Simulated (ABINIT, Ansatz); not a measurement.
# InF3 (R-3c): G0W0 with ABINIT, start to end

Wanted: ground state, empty states, screening and self-energy for InF3 (R-3c).

Calculated with ABINIT 10.8.3; LDA and many-body steps on it, plane waves.

Report form: the programs' logs are mostly left out.

## Step 1: Set-up

The structure is trigonal, space group R-3c (No. 167). The conventional cell has a = 5.204 Å, b = 5.204 Å, c = 14.723 Å, α = 90.00°, β = 90.00°, γ = 120.00°. Nearest to In lie 6 F at 2.08 Å. Nearest to F lie 2 In at 2.08 Å. Farther neighbours and most contacts between anions are not listed.

The cell and positions are those that the Materials Project relaxed with its own functionals (PBE, PBE+U or r2SCAN), kept fixed.

## Step 2: Ground state

This step: ABINIT 10.8.3; DFT, LDA, plane waves, norm-conserving pseudopotentials.

The ground-state density comes first.

run.abi

```
acell 3*1.0 Angstrom
rprim 
  2.602141182914 1.502346912402 4.907506134507
  -2.602141182914 1.502346912402 4.907506134507
  0.000000000000 -3.004693824873 4.907506134486
ntypat 2
znucl 49 9
natom 8
typat 1 1 2 2 2 2 2 2
xred 
  0.500000000000 0.500000000000 0.500000000000
  -0.000000000000 0.000000000000 0.000000000000
  0.395709220000 0.750000000000 0.104290780000
  0.750000000000 0.104290780000 0.395709220000
  0.895709220000 0.604290780000 0.250000000000
  0.250000000000 0.895709220000 0.604290780000
  0.604290780000 0.250000000000 0.895709220000
  0.104290780000 0.395709220000 0.750000000000
pp_dirpath "pseudos"
pseudos "In.upf, F.upf"
ecut 36
ngkpt 6 6 6
nshiftk 1
shiftk 0 0 0
kptopt 1
chksymbreak 0
nband 50
occopt 1
tolvrs 1e-10
nstep 60
prtwf 0
optforces 0
optstress 0
indata_prefix "in"
outdata_prefix "out"
tmpdata_prefix "tmp"
```

Started as:

```
> OMP_NUM_THREADS=1 mpirun -n 8 abinit run.abi > log
```

Wall time 2.3 min (8 MPI ranks of Arm Neoverse V1, shared host); peak memory 1 GiB; 19 min of CPU time.

Numbers from this step:

```
total energy               : -14867.5868 eV
gap                        : 4.010 eV
k of the valence top       : 0.5, 0.5, 0
k of the conduction bottom : 0, 0, 0
least direct gap           : 4.042 eV
```

The gap is indirect, with the least direct gap 0.03 eV higher.

## Step 3: Bands along the symmetry lines

The cheap functional maps the bands first; the places of the edges decide which points the dearer methods must see.

Changes to run.abi since step 2:

```diff
@@ -21,14 +21,45 @@
 ecut 36
-ngkpt 6 6 6
-nshiftk 1
-shiftk 0 0 0
-kptopt 1
-chksymbreak 0
-nband 50
-occopt 1
-tolvrs 1e-10
-nstep 60
+iscf -2
+irdden 1
+kptopt 0
+nkpt 31
+kpt 
+  0.00000000 0.00000000 0.00000000
+  0.12500000 0.12500000 0.12500000
+  0.25000000 0.25000000 0.25000000
+  0.37500000 0.37500000 0.37500000
+  0.50000000 0.50000000 0.50000000
+  0.56771382 0.43228618 0.50000000
+  0.63542764 0.36457236 0.50000000
+  0.70314146 0.29685854 0.50000000
+  0.77085528 0.22914472 0.50000000
+  0.50000000 -0.22914472 0.22914472
+  0.50000000 -0.17185854 0.17185854
+  0.50000000 -0.11457236 0.11457236
+  0.50000000 -0.05728618 0.05728618
+  0.50000000 0.00000000 0.00000000
+  0.37500000 0.00000000 0.00000000
+  0.25000000 0.00000000 0.00000000
+  0.12500000 0.00000000 0.00000000
+  0.00000000 0.00000000 0.00000000
+  0.09114309 -0.09114309 0.00000000
+  0.18228618 -0.18228618 0.00000000
+  0.27342927 -0.27342927 0.00000000
+  0.36457236 -0.36457236 -0.00000000
+  0.63542764 0.00000000 0.36457236
+  0.60157073 0.00000000 0.39842927
+  0.56771382 0.00000000 0.43228618
+  0.53385691 0.00000000 0.46614309
+  0.50000000 0.00000000 0.50000000
+  0.37500000 0.00000000 0.37500000
+  0.25000000 0.00000000 0.25000000
+  0.12500000 0.00000000 0.12500000
+  0.00000000 0.00000000 0.00000000
+istwfk *1
+nband 49
+nbdbuf 2
+tolwfr 1e-08
+nstep 40
 prtwf 0
-optforces 0
-optstress 0
+prtvol 0
 indata_prefix "in"
```

Elapsed: 59 s, on 8 MPI ranks; peak memory 0.82 GiB; 7.8 min of CPU time.

This step gave:

| Quantity | Value |
| --- | --- |
| gap | 4.010 eV |
| k of the valence top | 0.5, 0, 0.5 |
| k of the conduction bottom | 0, 0, 0 |
| least direct gap | 4.042 eV |

The gap is 4.010 eV, as in the run before at this level.

The electronic bands at the labelled points (eV, zero at the top of the highest filled band):

```csv
point,band 39,band 40,band 41,band 42,band 43,band 44,band 45,band 46
Γ,-0.18,-0.18,-0.03,-0.03,4.01,9.42,10.43,11.52
halfway,-0.18,-0.18,-0.05,-0.05,4.78,8.22,11.15,11.80
T,-0.12,-0.12,-0.12,-0.12,6.43,6.43,11.71,11.71
halfway,-0.21,-0.21,-0.14,-0.14,6.78,6.78,10.67,10.67
H2,-0.18,-0.18,-0.09,-0.09,7.09,7.09,10.04,10.04
jump to H0,-0.18,-0.18,-0.09,-0.09,7.09,7.09,10.04,10.04
halfway,-0.26,-0.26,-0.10,-0.10,6.80,6.80,10.55,10.55
L,-0.26,-0.26,-0.13,-0.13,6.62,6.62,11.02,11.02
halfway,-0.28,-0.27,-0.11,-0.05,4.88,8.40,10.96,11.04
Γ,-0.18,-0.18,-0.03,-0.03,4.01,9.42,10.43,11.52
halfway,-0.23,-0.19,-0.16,-0.03,5.19,8.21,10.47,11.33
S0,-0.22,-0.18,-0.14,-0.03,6.85,7.23,9.89,10.63
jump to S2,-0.22,-0.18,-0.14,-0.03,6.85,7.23,9.89,10.63
halfway,-0.21,-0.19,-0.16,-0.01,6.62,7.83,9.71,10.51
F,-0.25,-0.20,-0.15,0.00,6.54,8.09,9.60,10.49
halfway,-0.27,-0.16,-0.14,-0.09,5.10,8.53,10.55,10.74
Γ,-0.18,-0.18,-0.03,-0.03,4.01,9.42,10.43,11.52
```

## Step 4: Empty states on the mesh, 4×4×4 mesh, 96 bands

The sums over transitions need many empty states on a uniform mesh; this step solves for them.

run.abi

```
acell 3*1.0 Angstrom
rprim 
  2.602141182914 1.502346912402 4.907506134507
  -2.602141182914 1.502346912402 4.907506134507
  0.000000000000 -3.004693824873 4.907506134486
ntypat 2
znucl 49 9
natom 8
typat 1 1 2 2 2 2 2 2
xred 
  0.500000000000 0.500000000000 0.500000000000
  -0.000000000000 0.000000000000 0.000000000000
  0.395709220000 0.750000000000 0.104290780000
  0.750000000000 0.104290780000 0.395709220000
  0.895709220000 0.604290780000 0.250000000000
  0.250000000000 0.895709220000 0.604290780000
  0.604290780000 0.250000000000 0.895709220000
  0.104290780000 0.395709220000 0.750000000000
pp_dirpath "pseudos"
pseudos "In.upf, F.upf"
ecut 36
ngkpt 4 4 4
nshiftk 1
shiftk 0 0 0
kptopt 1
chksymbreak 0
iscf -2
irdden 1
istwfk *1
nband 96
nbdbuf 8
tolwfr 1e-09
nstep 60
prtvol 0
indata_prefix "in"
outdata_prefix "out"
tmpdata_prefix "tmp"
```

Wall time 62 s (8 MPI ranks); peak memory 0.82 GiB; 8.2 min of CPU time.

This step gave:

| Property | Result |
| --- | --- |
| gap | 4.010 eV |
| k of the valence top | 0.5, 0.5, 0 |
| k of the conduction bottom | 0, 0, 0 |
| least direct gap | 4.042 eV |
| k points computed | 13 |
| lowest point of the top converged band, above the valence top | 33.12 eV |

On this mesh the gap is 4.010 eV.

## Step 5: Screening, 4×4×4 mesh, 88 bands, screening to 81.6 eV

The RPA dielectric matrix is built and inverted for each q.

This step: RPA screening on LDA, plane waves, norm-conserving pseudopotentials.

Changes to run.abi since step 4:

```diff
@@ -26,10 +26,11 @@
 chksymbreak 0
-iscf -2
-irdden 1
 istwfk *1
-nband 96
-nbdbuf 8
-tolwfr 1e-09
-nstep 60
-prtvol 0
+occopt 1
+irdwfk 1
+optdriver 3
+nband 88
+ecuteps 3
+inclvkb 2
+awtr 1
+symchi 1
 indata_prefix "in"
```

Elapsed: 3.8 min, on 8 MPI ranks; peak memory 6.5 GiB.

Numbers from this step:

- ε∞ with local fields, on this mesh, along the program's q direction: 2.338
- the same without local fields: 2.407
- plasma frequency: 31.72 eV
- plane waves in the screening matrix: 193

Local fields lower ε∞ by 3 %.

## Step 6: Self-energy, 4×4×4 mesh, 88 bands, screening to 81.6 eV

The self-energy is evaluated for the states that the input lists, and the levels follow from it, in one-shot runs by the linearised quasiparticle equation.

This step: G0W0 on LDA, plane waves, norm-conserving pseudopotentials.

Changes to run.abi since step 5:

```diff
@@ -29,8 +29,17 @@
 irdwfk 1
-optdriver 3
+optdriver 4
 nband 88
+gwcalctyp 0
+ecutsigx 36
+symsigma 1
+nkptgw 2
+kptgw 
+  0.5000000000 0.5000000000 0.0000000000
+  0.0000000000 0.0000000000 0.0000000000
+bdgw 
+  41 44
+  41 44
 ecuteps 3
-inclvkb 2
-awtr 1
-symchi 1
+irdscr 1
+ppmodel 1
 indata_prefix "in"
```

Run time: 12 s. Hardware: 8 MPI ranks; peak memory 3.6 GiB.

This step gave:

```yaml
g0w0_gap_on_the_points_computed: 8.137 eV
starting_gap_on_the_mesh: 4.010 eV
k_of_the_valence_top: 0.5, 0.5, 0
k_of_the_conduction_bottom: 0, 0, 0
z_at_the_valence_top: 0.793
z_at_the_conduction_bottom: 0.871
least_direct_g0w0_gap_on_the_computed_points: 8.187 eV
```

The gap on the mesh goes from 4.01 eV to 8.14 eV, a correction of +4.13 eV.

Limits: finite bands, cutoff and mesh; no spin-orbit coupling. v1 is the top filled band, c1 the lowest empty one. Levels before and after the correction, in eV, zero at the valence-band top of each column:

```csv
,conduction bottom,valence top
Kohn-Sham,4.01,0.00
G0W0,8.14,0.00
```

```
                    level  energy (eV)
Kohn-Sham  (0.5 0.5 0) v2       -0.152
Kohn-Sham  (0.5 0.5 0) v1        0.000
Kohn-Sham  (0.5 0.5 0) c1        6.537
Kohn-Sham  (0.5 0.5 0) c2        8.086
Kohn-Sham         Γ v2-v1       -0.032
Kohn-Sham            Γ c1        4.010
Kohn-Sham            Γ c2        9.419
     G0W0  (0.5 0.5 0) v2       -0.012
     G0W0  (0.5 0.5 0) v1        0.000
     G0W0  (0.5 0.5 0) c1       11.177
     G0W0  (0.5 0.5 0) c2       13.086
     G0W0         Γ v2-v1       -0.050
     G0W0            Γ c1        8.137
     G0W0            Γ c2       14.707
```

## Step 7: Where the time went

Times are wall times on 8 MPI ranks of Arm Neoverse V1, shared host, good to a factor of about two.

```csv
step,time,share,memory (GiB)
ground state,2.3 min,28 %,1.0
bands along the symmetry lines,59 s,12 %,0.82
empty states on the mesh,62 s,12 %,0.82
screening,3.8 min,45 %,6.5
self-energy,12 s,2 %,3.6
```

## Step 8: What came out

```yaml
lda_gap: 4.01 eV, indirect (only 32 meV under the direct gap)
g0w0_gap_on_the_mesh: 8.14 eV
gw_settings: 4×4×4 mesh, 88 bands, screening to 81.6 eV, Godby-Needs plasmon pole
known_limits: not at the basis limit; no spin-orbit coupling
```

G0W0 moves the gap on the mesh from 4.01 eV to 8.14 eV (+4.13 eV), with Z of 0.79 and 0.87 at the edges. Local fields lower the RPA ε∞ on this mesh from 2.41 to 2.34. Only 2 of the mesh's irreducible points were corrected, so a valley elsewhere could overtake. The dearest step here is «screening». Bands and cutoff are finite, so the gap is not at the basis limit. The miss can reach some tenths of an eV and take either sign; the mesh is an error of its own. In the G0W0 run levels were corrected at 2 k points alone, so a gap called «on the mesh» is the least over those, and an edge elsewhere would be missed. The many-body steps are scalar-relativistic: spin-orbit coupling is not in them.

[Paths, hosts, dates, memory and timing lines, banners, echoed tables and standing remarks are left out of the program output.]

[Logs are printed without paths, hosts, clocks, repeated set-up lines and the standing remarks that a program may print on its own settings, such as how far it seeks lower states.]

[Runs of the session that timed out or met a known fault of the program may be left out.]

[Hosts, paths, dates, database ids (printed as entryN), source tags and the programs' standing remarks are cut or masked in the printed files.]

[G0W0 gaps are taken among the corrected bands and points alone; a level outside them can change the order at an edge.]

[Where Ansatz stands beside ABINIT at settings called matched, ABINIT's density can come from a denser mesh and the files from another edition; pairs whose starting gaps differed by over 0.03 eV were left out, so agreement reads better than it is.]
